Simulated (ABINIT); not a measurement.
## Beyond one shot: LiF (Griceite)

It takes space group Fm-3m (No. 225, cubic). The conventional cell has a = 4.028 Å, b = 4.028 Å, c = 4.028 Å, α = 90.00°, β = 90.00°, γ = 90.00°. Li has 6 F at 2.01 Å nearest. F has 6 Li at 2.01 Å nearest. Farther neighbours, and contacts between anions beyond the nearest, are not listed.

```
Li F
1.0
     0.00000    2.01400    2.01400
     2.01400    0.00000    2.01400
     2.01400    2.01400    0.00000
Li F
1 1
Direct
  0.00000 0.00000 0.00000
  0.50000 0.50000 0.50000
```

```
method         : RPA screening on LDA from quasiparticle energies, plane waves, norm-conserving pseudopotentials (and 5 further levels or steps)
program        : ABINIT 10.8.3
settings       : cutoff 36 Ha, PseudoDojo scalar-relativistic 0.4.1 standard, norm-conserving, ngkpt (6, 6, 6), nband 24, ecuteps 4.8 Ha, gwcalctyp 10, inclvkb 2, shiftk (0, 0, 0), symchi 1, awtr 1, frequency ppm, cycle 4, q points all but q = 0, 6×6×6 k-mesh
cost           : 18 runs, 3.2 min in all on 4 MPI ranks of Arm Neoverse V2, shared host
notes          : The cell and positions come from the Crystallography Open Database and are kept as given unless a step says otherwise. The first cycle of evGW0 takes the full correction, without the factor Z, so it overshoots the one-shot value.
G0W0           : 13.529 eV
evGW0, cycle 1 : 14.315 eV
evGW0, cycle 2 : 14.220 eV
evGW0, cycle 3 : 14.215 eV
evGW, cycle 1  : 15.284 eV
evGW, cycle 2  : 15.432 eV
evGW, cycle 3  : 15.451 eV
evGW, cycle 4  : 15.453 eV
known limits   : short of the basis limit
```

Only the bands that the input lists are updated; the higher empty ones keep the functional's energies. The evGW loop starts from the last levels of evGW0, so its cycles and time come on top of those.

[Long decimals in the printed logs are rounded to 6 places.]

[Logs are printed without paths, hosts, clocks, repeated set-up lines and the standing remarks that a program may print on its own settings, such as how far it seeks lower states.]

[Paths, hosts, dates, memory and timing lines, banners, echoed tables and standing remarks are left out of the program output; an Ansatz launch command may be rebuilt from the run's recorded settings. Measured values are a selection of at most five: reports struck by readers or far from the other reports are left out. None is set beside runs whose start may be inverted or whose files or cutoffs have a known fault.]

[Runs of the session that timed out or met a known fault of the program may be left out.]

[Hosts, paths, dates, database ids (printed as entryN), source tags and the programs' standing remarks are cut or masked in the printed files.]

[G0W0 gaps are taken among the corrected bands and points alone; a level outside them can change the order at an edge.]

[Where Ansatz stands beside ABINIT at settings called matched, ABINIT's density can come from a denser mesh and the files from another edition; pairs whose starting gaps differed by over 0.03 eV were left out, so agreement reads better than it is.]
